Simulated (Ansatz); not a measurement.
# Σ5 (210) boundary in bcc W, starting shift (0.5, 0): structure and resistance, part 3 of 3

How much does the Σ5 (210) boundary in bcc W, starting shift (0.5, 0) reflect electrons?

Ansatz 0.2.0; Ansatz plane-wave DFT, PBE, PAW files; relaxation of a bicrystal slab with its lowest layers held; PAW set soft_1 (the session's first sound run).

So far. Step 3 (Transmission across the boundary): Over the solved energies the transmission per spin lies between 1.22 and 1.23, out of 2.65 channels of the lead on average (up to 2.83). The log calls the step of a lead's potential too much. Step 4 (Specific resistance): Averaged over the energies near the Fermi level, 46.3 % of the channels pass, which makes 1.26 fΩ m².

## Step 5: Single-crystal slab for reference

The free faces cost energy too. A single-crystal slab with the same faces and held layers is relaxed, so that they cancel.

This step: Ansatz plane-wave DFT, PBE, PAW files; relaxation of a single-crystal slab with its lowest layers held; PAW set soft_1 (Ansatz 0.2.0).

System of this step: W slab, plane (2, 1, 0). The cell holds 28 atoms: 28 W. Its edges and angles: a = 7.077 Å, b = 3.165 Å, c = 30.107 Å, α = 90.0°, β = 90.0°, γ = 90.0°. It derives from W. Vacuum lies along c.

input.yaml reads:

```yaml
crystal:
  lattice:
    - [7.0767079352, 0.0, 0.0]
    - [0.0, 3.1648, 0.0]
    - [0.0, 0.0, 30.1071114245]
  atoms:
    - { symbol: W, position: [0.8999999998, 0.5, 0.1660737202] }
    - { symbol: W, position: [0.1999999999, 0.0, 0.1895788245] }
    - { symbol: W, position: [0.4999999999, 0.5, 0.2130839288] }
    - { symbol: W, position: [0.7999999999, 0.0, 0.2365890331] }
    - { symbol: W, position: [0.0999999999, 0.5, 0.2600941373] }
    - { symbol: W, position: [0.3999999999, 0.0, 0.2835992416] }
    - { symbol: W, position: [0.6999999999, 0.5, 0.3071043459] }
    - { symbol: W, position: [0.9999999999, 0.0, 0.3306094502] }
    - { symbol: W, position: [0.2999999999, 0.5, 0.3541145545] }
    - { symbol: W, position: [0.5999999999, 0.0, 0.3776196587] }
    - { symbol: W, position: [0.8999999999, 0.5, 0.401124763] }
    - { symbol: W, position: [0.1999999999, 0.0, 0.4246298673] }
    - { symbol: W, position: [0.4999999999, 0.5, 0.4481349716] }
    - { symbol: W, position: [0.7999999999, 0.0, 0.4716400758] }
    - { symbol: W, position: [0.0999999999, 0.5, 0.4951451801] }
    - { symbol: W, position: [0.3999999999, 0.0, 0.5186502844] }
    - { symbol: W, position: [0.6999999999, 0.5, 0.5421553887] }
    - { symbol: W, position: [0.9999999999, 0.0, 0.5656604929] }
    - { symbol: W, position: [0.2999999999, 0.5, 0.5891655972] }
    - { symbol: W, position: [0.6, 0.0, 0.6126707015] }
    - { symbol: W, position: [0.9, 0.5, 0.6361758058] }
    - { symbol: W, position: [0.2, 0.0, 0.6596809101] }
    - { symbol: W, position: [0.5, 0.5, 0.6831860143] }
    - { symbol: W, position: [0.8, 0.0, 0.7066911186] }
    - { symbol: W, position: [0.1, 0.5, 0.7301962229] }
    - { symbol: W, position: [0.4, 0.0, 0.7537013272] }
    - { symbol: W, position: [0.7, 0.5, 0.7772064314] }
    - { symbol: W, position: [0.0, 0.0, 0.8007115357] }
kpoints:
  mp_grid: { grid: [4, 7, 1] }
hamiltonian:
  xc: pbe
  pseudopotentials: { kind: paw, azcp: { folder: soft_1 } }
scf:
  occupations: { method: fermi_dirac, width: 0.1 }
relax:
  f_tol: 0.03
  max_steps: 80
  constraints: [{ sites: [0, 1, 2, 3, 4] }]
```

The run is started by

```
$ ansatz run input.yaml --threads 4 --pin off --max-ram 15360MiB --backend cpu --events-out ev --progress --plain --runs-dir out
```

Numbers of over 12 decimals in the logs are rounded to 6 here.

The log of the run:

```text
Warning: crystal.symmetry: narrowed to the stabiliser of the relax constraints — unitary ops 4 → 2; lowered at sites 0, 1, 2, 3, 4, 23, 24, 25, 26, 27 (the operations that carried what is held of a site onto what its image site leaves free; the constrained walk keeps no symmetry that its constraints do not admit)
[...]
Crystal: 28 atoms, lattice volume = 674.290 Å³
Basis set: ecut = 420 eV, 13145 PW (Γ), exchange–correlation on 96×48×432 points (8 copies of the dense FFT grid, shifted against one another)
Bands: 236, of which v1, the nominal top of the filled ones, is band 196 counted from 1 (195 counted from 0)
Symmetry: 2 space group operations
k-points: 12 of 28 (time reversal used)
[...]
SCF iter   1: F=—  HF=-290806.412138 eV  |F-HF|=—  |Δ(HF+E_count)|=         —  Δρ=5.76e-2  dr2=2.42e2  ethr=3.10e-3  ⟨swp⟩=8.4  Hψ=12928  notcnv=0
[...]
SCF iter   9: F=-290795.092390 eV  HF=-290795.092392 eV  |F-HF|=2.29e-6  |Δ(HF+E_count)|=   4.90e-6  Δρ=1.39e-5  dr2=4.57e-6  ethr=5.74e-9  ⟨swp⟩=5.2  Hψ=8796  notcnv=0
SCF 1 converged in 9 iterations: F = -290795.092390 eV  dr2 = 4.57e-6
[...]
relax step   1: F+E_penalty+E_count = -290795.09238994 eV  Δ(F+E_penalty+E_count) = +0.000e0 eV  max|allowed force component| = 1.820e0 eV/Å  Δτ_max = 0.0000 Å  (9 SCF iters, dr2 threshold 2.25e-5 eV, accepted)
[...]
SCF iter   6: F=-290795.265201 eV  HF=-290795.265216 eV  |F-HF|=1.49e-5  |Δ(HF+E_count)|=   4.41e-5  Δρ=3.93e-5  dr2=2.67e-5  ethr=3.92e-9  ⟨swp⟩=2.0  Hψ=11049  notcnv=0
SCF 2 converged in 6 iterations: F = -290795.265201 eV  dr2 = 2.67e-5
relax step   2: F+E_penalty+E_count = -290795.26520126 eV  Δ(F+E_penalty+E_count) = -1.728e-1 eV  max|allowed force component| = 1.215e0 eV/Å  Δτ_max = 0.1949 Å  (6 SCF iters, dr2 threshold 1.00e-4 eV, accepted)
[...]
SCF iter   6: F=-290795.373870 eV  HF=-290795.373887 eV  |F-HF|=1.71e-5  |Δ(HF+E_count)|=   7.99e-6  Δρ=4.99e-5  dr2=3.93e-5  ethr=2.36e-8  ⟨swp⟩=2.8  Hψ=11326  notcnv=0
SCF 3 converged in 6 iterations: F = -290795.373870 eV  dr2 = 3.93e-5
relax step   3: F+E_penalty+E_count = -290795.37386971 eV  Δ(F+E_penalty+E_count) = -1.087e-1 eV  max|allowed force component| = 1.966e-1 eV/Å  Δτ_max = 0.1745 Å  (6 SCF iters, dr2 threshold 9.23e-5 eV, accepted)
[...]
relax step   4: F+E_penalty+E_count = -290795.38088225 eV  Δ(F+E_penalty+E_count) = -7.013e-3 eV  max|allowed force component| = 4.829e-2 eV/Å  Δτ_max = 0.0441 Å  (6 SCF iters, dr2 threshold 2.42e-6 eV, accepted)
SCF iter   1: F=—  HF=-290795.380839 eV  |F-HF|=—  |Δ(HF+E_count)|=         —  Δρ=6.83e-4  dr2=4.15e-3  ethr=2.60e-5  ⟨swp⟩=2.7  Hψ=4820  notcnv=0
[...]
SCF iter   7: F=-290795.381530 eV  HF=-290795.381530 eV  |F-HF|=2.68e-9  |Δ(HF+E_count)|=   1.86e-8  Δρ=8.96e-7  dr2=1.10e-8  ethr=2.55e-11  ⟨swp⟩=5.1  Hψ=8770  notcnv=0
SCF 5 converged in 7 iterations: F = -290795.381530 eV  dr2 = 1.10e-8
relax step   5: F+E_penalty+E_count = -290795.38152995 eV  Δ(F+E_penalty+E_count) = -6.477e-4 eV  max|allowed force component| = 9.914e-3 eV/Å  Δτ_max = 0.0115 Å  (7 SCF iters, accepted)
SCF converged after 7 iterations
Free energy (F): -290795.381530 eV
[...]
Internal energy: -290794.832656 eV  (E = F + TS)
E sigma→0 (E₀):  -290795.107093 eV
Entropy (-TS):   -0.548874 eV (-19.603 meV/atom)
Fermi energy:    13.346440 eV
[...]
--- Forces (eV/Å), atoms counted from 1 ---
  atom   1  W      0.70185701    -0.00000000     1.82335764
  atom   2  W     -0.86915687     0.00000000     0.14980961
  atom   3  W     -0.14740952     0.00000000    -0.34578502
  atom   4  W      0.14775610    -0.00000000    -1.12744276
  atom   5  W      0.17229257    -0.00000000    -0.50305711
  atom   6  W      0.00167852     0.00000000     0.00420809
  atom   7  W      0.00221946     0.00000000     0.00098026
  atom   8  W      0.00096248    -0.00000000     0.00449743
  atom   9  W     -0.00307805     0.00000000    -0.00505467
  atom  10  W      0.00025198    -0.00000000     0.00372893
  atom  11  W      0.00095509    -0.00000000    -0.00252158
  atom  12  W      0.00170722    -0.00000000     0.00037404
  atom  13  W     -0.00150165     0.00000000     0.00117821
  atom  14  W      0.00042442     0.00000000    -0.00430643
  atom  15  W     -0.00049981    -0.00000000     0.00381198
  atom  16  W     -0.00140045    -0.00000000    -0.00449348
  atom  17  W     -0.00122705     0.00000000     0.00543845
  atom  18  W      0.00363664     0.00000000    -0.00560240
  atom  19  W     -0.00294702     0.00000000     0.00901597
  atom  20  W     -0.00278431     0.00000000    -0.00991395
  atom  21  W     -0.00215864     0.00000000     0.00282425
  atom  22  W     -0.00288713     0.00000000    -0.00762913
  atom  23  W      0.00424691    -0.00000000    -0.00011320
  atom  24  W     -0.00030527     0.00000000    -0.00038657
  atom  25  W     -0.00328630    -0.00000000    -0.00688827
  atom  26  W     -0.00032942     0.00000000     0.00484713
  atom  27  W      0.00309447    -0.00000000     0.00899177
  atom  28  W     -0.00216535     0.00000000     0.00012176
  max |Σ_I F_I| component: 5.40e-5 eV/Å
--- Relaxed structure (5 steps of the walk, 5 accepted, 0 SCFs on fresh bases) ---
  F+E_penalty+E_count = -290795.38152995 eV   max|allowed force component| = 9.914e-3 eV/Å
  atoms:
    - { symbol: W, position: [0.900000, 0.500000, 0.166074] }
    - { symbol: W, position: [0.200000, 0.0, 0.189579] }
    - { symbol: W, position: [0.500000, 0.500000, 0.213084] }
    - { symbol: W, position: [0.800000, 0.0, 0.236589] }
    - { symbol: W, position: [0.100000, 0.500000, 0.260094137325] }
    - { symbol: W, position: [0.401616, -4.0109245443482936e-19, 0.283027] }
    - { symbol: W, position: [0.701928, 0.500000, 0.307826] }
    - { symbol: W, position: [1.001263, -3.13650396558916e-19, 0.331494] }
    - { symbol: W, position: [0.300599, 0.500000, 0.354692] }
    - { symbol: W, position: [0.599679, 0, 0.378690] }
    - { symbol: W, position: [0.900372, 0.500000, 0.402479] }
    - { symbol: W, position: [0.200373, 0, 0.426271] }
    - { symbol: W, position: [0.500319, 0.500000, 0.449980] }
    - { symbol: W, position: [0.800255, 0, 0.473890] }
    - { symbol: W, position: [0.100610, 0.500000, 0.497540] }
    - { symbol: W, position: [0.400537, -1.3321860146117218e-19, 0.521406] }
    - { symbol: W, position: [0.700535, 0.500000, 0.545147] }
    - { symbol: W, position: [1.000493, -1.2228463856289836e-19, 0.568923] }
    - { symbol: W, position: [0.301157, 0.500000, 0.592741] }
    - { symbol: W, position: [0.600009, 0, 0.616593] }
    - { symbol: W, position: [0.899998, 0.500000, 0.639984] }
    - { symbol: W, position: [0.199062, 2.3289687725973074e-19, 0.663729] }
    - { symbol: W, position: [0.498841, 0.500000, 0.688427] }
    - { symbol: W, position: [0.799070, 2.308988539595877e-19, 0.710749] }
    - { symbol: W, position: [0.102414, 0.500000, 0.735628] }
    - { symbol: W, position: [0.406142, -1.5246833827607295e-18, 0.758903] }
    - { symbol: W, position: [0.706503, 0.500000, 0.780809] }
    - { symbol: W, position: [-0.00739533, 1.835916644735926e-18, 0.799858] }
```

Wall time 2.6 min (4 threads of Intel Xeon Platinum 8559C (Emerald Rapids), shared host); peak memory 3.6 GiB; 9.6 min of CPU time.

Step by step:

```
step  energy less that of the first step (eV)  largest force component (eV/Å)
   1                                   0.0000                          1.8196
   2                                  -0.1728                          1.2154
   3                                  -0.2815                          0.1966
   4                                  -0.2885                          0.0483
   5                                  -0.2891                          0.0099
```

The atoms that moved most (Å):

```
atom      dx     dy     dz  length
 W25   0.017  0.000  0.164   0.164
 W26   0.043  0.000  0.157   0.163
 W23  -0.008  0.000  0.158   0.158
 W24  -0.007  0.000  0.122   0.122
 W22  -0.007  0.000  0.122   0.122
 W20   0.000  0.000  0.118   0.118
 W27   0.046  0.000  0.108   0.118
 W21   0.000  0.000  0.115   0.115
```

The relaxed structure:

```xyz
28
Lattice="7.0767 0.0000 0.0000 0.0000 3.1648 0.0000 0.0000 0.0000 30.1071" Properties=species:S:1:pos:R:3
W     6.3690    1.5824    5.0000
W     1.4153    0.0000    5.7077
W     3.5384    1.5824    6.4153
W     5.6614    0.0000    7.1230
W     0.7077    1.5824    7.8307
W     2.8421    0.0000    8.5211
W     4.9673    1.5824    9.2678
W     7.0856    0.0000    9.9803
W     2.1272    1.5824   10.6787
W     4.2438    0.0000   11.4013
W     6.3717    1.5824   12.1175
W     1.4180    0.0000   12.8338
W     3.5406    1.5824   13.5476
W     5.6632    0.0000   14.2675
W     0.7120    1.5824   14.9795
W     2.8345    0.0000   15.6980
W     4.9575    1.5824   16.4128
W     7.0802    0.0000   17.1286
W     2.1312    1.5824   17.8457
W     4.2461    0.0000   18.5638
W     6.3690    1.5824   19.2681
W     1.4087    0.0000   19.9830
W     3.5302    1.5824   20.7265
W     5.6548    0.0000   21.3986
W     0.7248    1.5824   22.1476
W     2.8741    0.0000   22.8484
W     4.9997    1.5824   23.5079
W    -0.0523    0.0000   24.0814
```

Numbers from this step:

* free energy: -290795.3815 eV
* energy at zero smearing: -290795.1071 eV
* Fermi energy: 13.35 eV

The largest force component on a free atom ends at 0.0099 eV/Å, under the tolerance of 0.03, after 5 steps.

## Step 6: Bulk reference

The perfect crystal gives the energy per atom, for the atoms by which bicrystal and slab differ.

This step: Ansatz plane-wave DFT, PBE, PAW files; bulk reference; PAW set soft_1 (Ansatz 0.2.0).

System of this step: W. The structure is cubic, space group Im-3m (No. 229). The conventional cell has a = 3.165 Å, b = 3.165 Å, c = 3.165 Å, α = 90.00°, β = 90.00°, γ = 90.00°. Nearest to W lie 8 W at 2.74 Å.

input.yaml, the sections that differ from step 5:

```yaml
crystal:
  lattice:
    - [-1.5824, 1.5824, 1.5824]
    - [1.5824, -1.5824, 1.5824]
    - [1.5824, 1.5824, -1.5824]
  atoms:
    - { symbol: W, position: [0.0, 0.0, 0.0] }
kpoints:
  mp_grid: { grid: [19, 19, 19] }
# hamiltonian, scf: as in step 5
# relax: removed
```

The log of the run:

```text
[...]
Crystal: 1 atoms, lattice volume = 15.849 Å³
Basis set: ecut = 420 eV, 321 PW (Γ)
Bands: 11, of which v1, the nominal top of the filled ones, is band 7 counted from 1 (6 counted from 0)
Symmetry: 48 space group operations
[...]
k-points: 220 of 6859
[...]
SCF iter   1: F=—  HF=-10386.114845 eV  |F-HF|=—  |Δ(HF+E_count)|=         —  Δρ=6.30e-2  dr2=5.37e-1  ethr=3.10e-3  ⟨swp⟩=5.0  Hψ=12597  notcnv=0
[...]
SCF iter   6: F=-10385.924644 eV  HF=-10385.924644 eV  |F-HF|=9.19e-10  |Δ(HF+E_count)|=   1.48e-8  Δρ=3.40e-6  dr2=1.25e-9  ethr=6.35e-10  ⟨swp⟩=1.0  Hψ=6462  notcnv=0
SCF 1 converged in 6 iterations: F = -10385.924644 eV  dr2 = 1.25e-9
[...]
SCF converged after 6 iterations
Free energy (F): -10385.924644 eV
[...]
Internal energy: -10385.910479 eV  (E = F + TS)
E sigma→0 (E₀):  -10385.917561 eV
Entropy (-TS):   -0.014165 eV (-14.165 meV/atom)
Fermi energy:    22.404939 eV
[...]
```

The job ended after 0.38 s (4 threads; peak memory 0.35 GiB; 1.1 s of CPU time).

Numbers from this step:

```
free energy             : -10385.9246 eV
energy at zero smearing : -10385.9176 eV
Fermi energy            : 22.40 eV
```

## Step 7: Boundary energy

This step: Ansatz plane-wave DFT, PBE, PAW files; bicrystal less single-crystal slab less bulk atoms, a boundary area; PAW set soft_1 (Ansatz 0.2.0).

Numbers from this step:

| Item | Value |
| --- | --- |
| excess energy of the cell | 3.635 eV |
| boundary energy | 2.600 J/m² |

The boundary costs 2.6 J/m².

By hand: 3.63 eV / 22.40 Å² × 16.02 = 2.60 J/m².

## Step 8: Results

```
specific resistance of the boundary : 1.26 fΩ m²
share of channels that pass         : 0.463
boundary energy                     : 2.60 J/m²
```

**Reading.** The boundary has a specific resistance of 1.3 fΩ m² and an energy of 2.6 J/m². The boundary reflects 54 % of the channels; 1.3 fΩ m² is 13×10⁻¹² Ω·cm². That equals the resistance of 23 nm of bulk W at 300 K (measured 5.44 µΩ cm, CRC Handbook of Chemistry and Physics, 84th ed., 2003, Electrical Resistivity of Pure Metals). In the relaxation the upper grain slid sideways by about 0.4 Å, so the result belongs to the position that it found, not to the starting one. One starting structure was relaxed; another shift or atom count at the boundary may lie lower. Spin-orbit coupling is left out, which matters for W. A lead's potential steps by up to 45 meV from period to period, which the log calls too much, so longer leads could move the result.

[Logs are printed without paths, hosts, clocks, repeated set-up lines and the standing remarks that a program may print on its own settings, such as how far it seeks lower states.]

[Hosts, paths, dates, database ids (printed as entryN), source tags and the programs' standing remarks are cut or masked in the printed files.]
